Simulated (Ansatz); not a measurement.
# What BiH3 (model cell, started as ReO3 type) distorts into, part 2 of 3

Wanted: the energy along a soft mode of BiH3 (model cell, started as ReO3 type) and the structure at the end.

Ansatz 0.2.0; DFT PBEsol, scalar-relativistic, plane waves, PAW.

So far, highest frequency on path, mesh or solved points (cm⁻¹): step 2 (phonons on a q mesh) 1522. Also lowest frequency on the path (cm⁻¹): step 2 -1377.

The structure was built from a prototype and need not be the compound's stable phase.

### Step 4. The mode frozen in, largest atomic shift 0.22 Å

The atoms are moved along the unstable eigenvector, the largest shift by 0.22 Å, with the cell fixed.

input.yaml

```yaml
crystal:
  lattice:
    - [4.1628261251, 0.0, 0.0]
    - [0.0, 4.1628261251, 0.0]
    - [0.0, 0.0, 8.3256522502]
  atoms:
    - { symbol: Bi, position: [0.0002304152, 0.0, 0.0] }
    - { symbol: Bi, position: [-0.0002304152, 0.0, 0.5] }
    - { symbol: H, position: [0.4471512878, 0.0, 0.0] }
    - { symbol: H, position: [0.5528487122, 0.0, 0.5] }
    - { symbol: H, position: [-0.0009277412, 0.5, 0.5] }
    - { symbol: H, position: [0.0009277412, 0.5, 0.0] }
    - { symbol: H, position: [0.0, 0.0, 0.25] }
    - { symbol: H, position: [0.0, 0.0, 0.75] }
kpoints:
  mp_grid: { grid: [8, 8, 4] }
hamiltonian:
  xc: pbesol
scf:
  occupations: { method: methfessel_paxton, width: 0.2 }
output:
  forces: true
  stress: true
  eigenvalues: true
```

Run with:

```bash
$ ansatz run input.yaml --threads 4 --pin off --max-ram 7168MiB --backend cpu --events-out ev --progress --plain --runs-dir out
```

Output:

```text
[...]
Crystal: 8 atoms, lattice volume = 144.276 Å³
Basis set: ecut = 420 eV, 2787 PW (Γ), exchange–correlation on 60×60×120 points (8 copies of the dense FFT grid, shifted against one another)
Bands: 26, of which v1, the nominal top of the filled ones, is band 18 counted from 1 (17 counted from 0)
Symmetry: 8 space group operations
[...]
k-points: 75 of 256
[...]
k-point 0: bands = [... 14 lower, 1.5616, 1.7762, 3.4103, 3.4992, 3.5024, 4.0039, 4.0909, 4.8402, ... 4 higher]
  k-point 1: bands = [... 14 lower, 1.5199, 1.5533, 3.4201, 3.4301, 3.5682, 3.9215, 4.4719, 4.7437, ... 4 higher]
  k-point 2: bands = [... 14 lower, 1.5321, 1.5321, 3.4311, 3.4311, 3.7366, 3.7366, 4.5898, 4.5898, ... 4 higher]
  k-point 74: bands = [... 14 lower, -1.9688, -1.9688, -0.1101, -0.1101, 6.7510, 6.7510, 8.3148, 8.3148, ... 4 higher]
[key lines of the parts left out:]
SCF converged after 6 iterations
Free energy (F): -24574.093593 eV
Fermi energy:    3.617820 eV
P = ⅓ Tr σ = 1.1780 GPa (11.780 kbar)
```

Elapsed: 4.1 s, on 4 threads of Arm Neoverse V2, shared host; peak memory 0.54 GiB; 16 s of CPU time.

Numbers from this step:

- pressure: 1.178 GPa
- energy from the undistorted cell: -17.29 meV/atom

The energy, extrapolated to zero smearing, is -17.29 meV/atom against the undistorted cell.

The run ends at a pressure of 1.18 GPa, with forces up to 0.086 eV/Å.

### Step 5. Energy along the mode, all amplitudes (two of the runs are shown above)

An imaginary frequency means negative curvature, so the energy should fall and then rise again as anharmonic terms take over.

This step gave:

* depth at the lowest point sampled: 17.29 meV/atom
* largest atomic shift at that point: 0.22 Å

Energy from the parent against largest atomic shift:

```
largest atomic shift (Å)  energy from the parent (meV/atom)
                   0.000                                  0
                   0.040                              -1.50
                   0.080                              -5.35
                   0.140                              -12.1
                   0.220                              -17.3
                   0.320                              -8.75
                   0.450                               49.4
```

Displacement at unit largest shift by atom:

```
atom  x (Å)  y (Å)  z (Å)  size
 Bi1   0.00   0.00   0.00  0.00
 Bi2   0.00   0.00   0.00  0.00
  H3  -1.00   0.00   0.00  1.00
  H4   1.00   0.00   0.00  1.00
  H5  -0.02   0.00   0.00  0.02
  H6   0.02   0.00   0.00  0.02
  H7   0.00   0.00   0.00  0.00
  H8   0.00   0.00   0.00  0.00
```

The lowest step is at 0.22 Å, 17.3 meV/atom below the parent, and the energy rises beyond it.

### Step 6. Relaxing from the distorted cell

Starting from the lowest point found, all atoms and the cell are let go, so that strain and other modes of the same symmetry can join in.

Changes to input.yaml since step 4:

```diff
@@ -24 +24,6 @@
   eigenvalues: true
+relax:
+  adjacent_minimum: "off"
+  f_tol: 0.002
+  max_steps: 120
+  cell: { stress_tol: 0.03 }
```

Output:

```text
[...]
Crystal: 8 atoms, lattice volume = 144.276 Å³
Basis set: ecut = 420 eV, 2787 PW (Γ), exchange–correlation on 60×60×120 points (8 copies of the dense FFT grid, shifted against one another)
Bands: 26, of which v1, the nominal top of the filled ones, is band 18 counted from 1 (17 counted from 0)
Symmetry: 8 space group operations
[...]
k-points: 75 of 256
[...]
SCF iter   1: F=—  HF=-24574.090904 eV  |F-HF|=—  |Δ(HF+E_count)|=         —  Δρ=5.49e-3  dr2=4.06e-2  ethr=1.77e-3  ⟨swp⟩=6.0  Hψ=9505  notcnv=0
[...]
SCF iter   6: F=-24574.093593 eV  HF=-24574.093593 eV  |F-HF|=3.01e-8  |Δ(HF+E_count)|=   1.11e-6  S|Δr|=    0.00e0  Δρ=4.57e-6  dr2=3.41e-8  ethr=2.78e-10  ⟨swp⟩=11.0  Hψ=10852  notcnv=0
SCF 1 converged in 6 iterations: F = -24574.093593 eV  dr2 = 3.41e-8
[...]
relax step   1: F+E_penalty+E_count = -24574.09359312 eV  Δ(F+E_penalty+E_count) = +0.000e0 eV  max|allowed force component| = 8.648e-2 eV/Å  Δτ_max = 0.0000 Å  P = +1.178 GPa  Ω = 144.276 Å³  (6 SCF iters, dr2 threshold 1.00e-7 eV, accepted)
Crystal: 8 atoms, lattice volume = 152.383 Å³
Basis set: ecut = 420 eV, 2949 PW (Γ), exchange–correlation on 60×60×120 points (8 copies of the dense FFT grid, shifted against one another)
[...]
SCF iter   6: F=-24574.185257 eV  HF=-24574.185257 eV  |F-HF|=2.67e-8  |Δ(HF+E_count)|=   8.89e-8  S|Δr|=    0.00e0  Δρ=4.62e-6  dr2=2.19e-8  ethr=2.22e-9  ⟨swp⟩=7.3  Hψ=9715  notcnv=0
SCF 2 converged in 6 iterations: F = -24574.185257 eV  dr2 = 2.19e-8
relax step   2: F+E_penalty+E_count = -24574.18525692 eV  Δ(F+E_penalty+E_count) = -9.166e-2 eV  max|allowed force component| = 2.643e-1 eV/Å  Δτ_max = 0.1138 Å  P = -0.157 GPa  Ω = 152.383 Å³  energy of the carried Pulay correction = -4.317e-3 eV  (6 SCF iters, dr2 threshold 8.00e-7 eV, accepted)
Crystal: 8 atoms, lattice volume = 154.991 Å³
Basis set: ecut = 420 eV, 3037 PW (Γ), exchange–correlation on 60×60×120 points (8 copies of the dense FFT grid, shifted against one another)
[...]
SCF iter   6: F=-24574.227999 eV  HF=-24574.227999 eV  |F-HF|=2.31e-8  |Δ(HF+E_count)|=   2.01e-7  S|Δr|=    0.00e0  Δρ=7.29e-6  dr2=3.72e-8  ethr=2.22e-9  ⟨swp⟩=7.3  Hψ=9751  notcnv=0
SCF 3 converged in 6 iterations: F = -24574.227999 eV  dr2 = 3.72e-8
relax step   3: F+E_penalty+E_count = -24574.22799879 eV  Δ(F+E_penalty+E_count) = -4.274e-2 eV  max|allowed force component| = 1.392e-1 eV/Å  Δτ_max = 0.1946 Å  P = -0.145 GPa  Ω = 154.991 Å³  energy of the carried Pulay correction = -5.657e-3 eV  (6 SCF iters, dr2 threshold 8.00e-7 eV, accepted)
[... from here on, the SCF cycles and remarks between the steps are left out ...]
relax step   4: F+E_penalty+E_count = -24574.23260378 eV  Δ(F+E_penalty+E_count) = -4.605e-3 eV  max|allowed force component| = 1.826e-1 eV/Å  Δτ_max = 0.0813 Å  P = +0.464 GPa  Ω = 156.374 Å³  energy of the carried Pulay correction = -6.357e-3 eV  (5 SCF iters, dr2 threshold 8.00e-7 eV, accepted)
relax step   5: F+E_penalty+E_count = -24574.23602653 eV  Δ(F+E_penalty+E_count) = -3.423e-3 eV  max|allowed force component| = 1.555e-2 eV/Å  Δτ_max = 0.0140 Å  P = +0.045 GPa  Ω = 157.086 Å³  energy of the carried Pulay correction = -6.716e-3 eV  (4 SCF iters, dr2 threshold 8.00e-7 eV, accepted)
relax step   6: F+E_penalty+E_count = -24574.23598757 eV  Δ(F+E_penalty+E_count) = +3.896e-5 eV  max|allowed force component| = 2.748e-3 eV/Å  Δτ_max = 0.0090 Å  P = -0.005 GPa  Ω = 157.987 Å³  energy of the carried Pulay correction = -7.167e-3 eV  (5 SCF iters, dr2 threshold 7.94e-8 eV, accepted)
relax step   7: F+E_penalty+E_count = -24574.23601917 eV  Δ(F+E_penalty+E_count) = -3.161e-5 eV  max|allowed force component| = 7.034e-4 eV/Å  Δτ_max = 0.0019 Å  P = +0.000 GPa  Ω = 157.937 Å³  energy of the carried Pulay correction = -7.142e-3 eV  (5 SCF iters, dr2 threshold 4.72e-10 eV, accepted)
relax step   8: F+E_penalty+E_count = -24574.24668780 eV  Δ(F+E_penalty+E_count) = -1.067e-2 eV  max|allowed force component| = 8.696e-4 eV/Å  Δτ_max = 0.0000 Å  P = +0.054 GPa  Ω = 157.937 Å³  stress off target by 1.20e-1 GPa  SCF on the basis re-selected at this cell (its energy is not comparable with the rows above)  (6 SCF iters)
relax step   9: F+E_penalty+E_count = -24574.24661993 eV  Δ(F+E_penalty+E_count) = +6.787e-5 eV  max|allowed force component| = 4.139e-3 eV/Å  Δτ_max = 0.0128 Å  P = +0.001 GPa  Ω = 159.077 Å³  energy of the carried Pulay correction = -5.227e-4 eV  (5 SCF iters, dr2 threshold 3.61e-8 eV, accepted)
relax step  10: F+E_penalty+E_count = -24574.24657668 eV  Δ(F+E_penalty+E_count) = +4.325e-5 eV  max|allowed force component| = 3.248e-4 eV/Å  Δτ_max = 0.0015 Å  P = +0.001 GPa  Ω = 159.223 Å³  energy of the carried Pulay correction = -5.854e-4 eV  (4 SCF iters, dr2 threshold 3.51e-9 eV, accepted)
[...]
SCF iter   6: F=-24574.247142 eV  HF=-24574.247142 eV  |F-HF|=1.09e-11  |Δ(HF+E_count)|=  1.93e-10  S|Δr|=    0.00e0  Δρ=3.70e-8  dr2=2.21e-12  ethr=1.00e-12  ⟨swp⟩=7.0  Hψ=9296  notcnv=0
SCF 11 converged in 6 iterations: F = -24574.247142 eV  dr2 = 2.21e-12
relax step  11: F+E_penalty+E_count = -24574.24714244 eV  Δ(F+E_penalty+E_count) = -5.658e-4 eV  max|allowed force component| = 2.980e-4 eV/Å  Δτ_max = 0.0000 Å  P = +0.001 GPa  Ω = 159.223 Å³  stress off target by 3.27e-3 GPa  SCF on the basis re-selected at this cell (its energy is not comparable with the rows above)  (6 SCF iters)
[...]
SCF converged after 6 iterations
[...]
Free energy (F): -24574.247142 eV
[...]
Internal energy: -24574.247578 eV  (E = F + TS)
E sigma→0 (E₀):  -24574.247251 eV
Entropy (-TS):   0.000435 eV (0.054 meV/atom)
Fermi energy:    2.957033 eV
[...]
--- Forces (eV/Å), atoms counted from 1 ---
  atom   1  Bi     0.00003119     0.00000000     0.00000000
  atom   2  Bi    -0.00003119     0.00000000     0.00000000
  atom   3  H     -0.00029805     0.00000000     0.00000000
  atom   4  H      0.00029805     0.00000000     0.00000000
  atom   5  H     -0.00013108     0.00000000     0.00000000
  atom   6  H      0.00013108     0.00000000     0.00000000
  atom   7  H      0.00000000     0.00000000     0.00000000
  atom   8  H      0.00000000     0.00000000    -0.00000000
  max |Σ_I F_I| component: 2.71e-20 eV/Å
--- Stress (GPa, compression-positive) ---
        0.003272       0.000000       0.000000
        0.000000       0.000109       0.000000
        0.000000       0.000000      -0.000290
  P = ⅓ Tr σ = 0.0010 GPa (0.010 kbar)
--- Band table (eV; the first three rows and the last of 75) ---
  k-point 0: bands = [... 14 lower, 0.2432, 1.1425, 2.2914, 2.7796, 2.9298, 2.9440, 3.4331, 4.3938, ... 4 higher]
  k-point 1: bands = [... 14 lower, 0.1235, 0.2984, 2.2715, 2.2731, 2.9958, 3.3504, 3.7826, 4.3881, ... 4 higher]
  k-point 2: bands = [... 14 lower, 0.1862, 0.1862, 2.2407, 2.2407, 3.1649, 3.1649, 4.0854, 4.0854, ... 4 higher]
  k-point 74: bands = [... 14 lower, -1.7625, -1.7625, -0.8876, -0.8876, 6.2292, 6.2292, 7.4597, 7.4597, ... 4 higher]
--- Relaxed structure (9 steps of the walk, 9 accepted, 2 SCFs on fresh bases) ---
  F+E_penalty+E_count = -24574.24714244 eV   max|allowed force component| = 2.980e-4 eV/Å   (the final SCF, on the basis selected at the relaxed cell)
  cell:  # Å, volume = 159.2230 Å³
    - [4.606549, 0.0, 0.0]
    - [0.0, 4.166544, 0.0]
    - [0.0, 0.0, 8.295720]
  atoms:
    - { symbol: Bi, position: [-0.043300, 0.0, 0] }
    - { symbol: Bi, position: [0.043300, 0.0, 0.5] }
    - { symbol: H, position: [0.353024, 0.0, 0] }
    - { symbol: H, position: [0.646976, 0.0, 0.5] }
    - { symbol: H, position: [0.014927, 0.5, 0.5] }
    - { symbol: H, position: [-0.014927, 0.5, 0] }
    - { symbol: H, position: [1.354333e-18, 0.0, 0.25] }
    - { symbol: H, position: [1.354333e-18, 0.0, 0.750000] }
```

The job ended after 50 s (4 threads; peak memory 0.61 GiB).

Step by step:

```
step  energy less that of the first step (eV)  largest force component (eV/Å)  pressure (GPa)  volume (Å³)
   1                                   0.0000                          0.0865            1.18       144.28
   2                                  -0.0917                          0.2643           -0.16       152.38
   3                                  -0.1344                          0.1392           -0.15       154.99
   4                                  -0.1390                          0.1826            0.46       156.37
   5                                  -0.1424                          0.0156            0.05       157.09
   6                                  -0.1424                          0.0027           -0.01       157.99
   7                                  -0.1424                          0.0007            0.00       157.94
  8*                                  -0.1531                          0.0009            0.05       157.94
   9                                  -0.1530                          0.0041            0.00       159.08
  10                                  -0.1530                          0.0003            0.00       159.22
 11*                                  -0.1535                          0.0003            0.00       159.22
```

Relaxation steps marked * repeat the geometry before them on a plane-wave basis chosen anew for their cell, so energy and pressure can jump there.

Forces are held to the 8 operations that the program found; a distortion that breaks them can't arise in this run.

```
     cell as run  before  after   change
           a (Å)   4.163  4.607  +10.7 %
           b (Å)   4.163  4.167   +0.1 %
           c (Å)   8.326  8.296   -0.4 %
volume (Å³/atom)   18.03  19.90  +10.4 %
```

The atoms that moved most (Å, as changes of fractional coordinates times the final cell):

```
atom      dx     dy     dz  length
  H4   0.434  0.000  0.000   0.434
  H3  -0.434  0.000  0.000   0.434
 Bi2   0.201  0.000  0.000   0.201
 Bi1  -0.201  0.000  0.000   0.201
  H5   0.073  0.000  0.000   0.073
  H6  -0.073  0.000  0.000   0.073
```

This step gave:

- pressure: 0.001031 GPa
- volume per atom: 19.90 Å³

The distorted start has space group Pmma; the relaxation ends in Pmma.

### Step 7. The new phase in its own primitive cell

The relaxed structure is symmetrised, reduced to its primitive cell and relaxed tightly, as its phonons need.

input.yaml

```yaml
crystal:
  lattice:
    - [8.2957201545, 0.0, 0.0]
    - [0.0, 4.1665439271, 0.0]
    - [0.0, 0.0, 4.6065491593]
  atoms:
    - { symbol: Bi, position: [0.75, 0.0, 0.0433000297] }
    - { symbol: Bi, position: [0.25, 0.0, 0.9566999703] }
    - { symbol: H, position: [0.75, 0.0, 0.646976172] }
    - { symbol: H, position: [0.25, 0.0, 0.353023828] }
    - { symbol: H, position: [0.25, 0.5, 0.9850731582] }
    - { symbol: H, position: [0.75, 0.5, 0.0149268418] }
    - { symbol: H, position: [0.5, 0.0, 0.0] }
    - { symbol: H, position: [0.0, 0.0, 0.0] }
kpoints:
  mp_grid: { grid: [4, 8, 8] }
hamiltonian:
  xc: pbesol
scf:
  occupations: { method: methfessel_paxton, width: 0.2 }
output:
  forces: true
  stress: true
  eigenvalues: true
relax:
  adjacent_minimum: "off"
  f_tol: 0.001
  max_steps: 60
  cell: { stress_tol: 0.01 }
```

Output:

```text
[...]
Crystal: 8 atoms, lattice volume = 159.223 Å³
Basis set: ecut = 420 eV, 3089 PW (Γ), exchange–correlation on 120×60×64 points (8 copies of the dense FFT grid, shifted against one another)
Bands: 26, of which v1, the nominal top of the filled ones, is band 18 counted from 1 (17 counted from 0)
Symmetry: 8 space group operations
[...]
k-points: 75 of 256
[...]
- [0.0, 4.1665439271, 0.0]
    - [0.0, 0.0, 4.6065491593]
  atoms:
    - { symbol: Bi, position: [0.75, 0.0, 0.0433000297] }
    - { symbol: Bi, position: [0.25, 0.0, 0.9566999703] }
    - { symbol: H, position: [0.75, 0.0, 0.646976172] }
    - { symbol: H, position: [0.25, 0.0, 0.353024] }
    - { symbol: H, position: [0.25, 0.500000, 0.9850731582] }
    - { symbol: H, position: [0.75, 0.500000, 0.014927] }
    - { symbol: H, position: [0.5, 0.0, 0.0] }
    - { symbol: H, position: [0.0, 0.0, 0.0] }
[key lines of the parts left out:]
SCF converged after 6 iterations
Free energy (F): -24574.247142 eV
Fermi energy:    2.957033 eV
P = ⅓ Tr σ = 0.0010 GPa (0.010 kbar)
```

The job ended after 11 s (4 threads; peak memory 0.6 GiB).

Little changed from the start: no atom moved by 0.005 Å and no cell edge by 0.1 %.

Numbers from this step:

```yaml
pressure: 0.001030 GPa
```

The largest force component left is 0.30 meV/Å and the pressure is 0.001 GPa, within the tolerances set. The cell now holds 19.90 Å³/atom.

(Continued in part 3 of 3.)

[Long decimals in the printed logs are rounded to 6 places.]

[Logs are printed without paths, hosts, clocks, repeated set-up lines and the standing remarks that a program may print on its own settings, such as how far it seeks lower states.]

[Hosts, paths, dates, database ids (printed as entryN), source tags and the programs' standing remarks are cut or masked in the printed files.]

[Where the starting crystal was built by hand or by swapping elements, it need not be the compound's stable phase.]
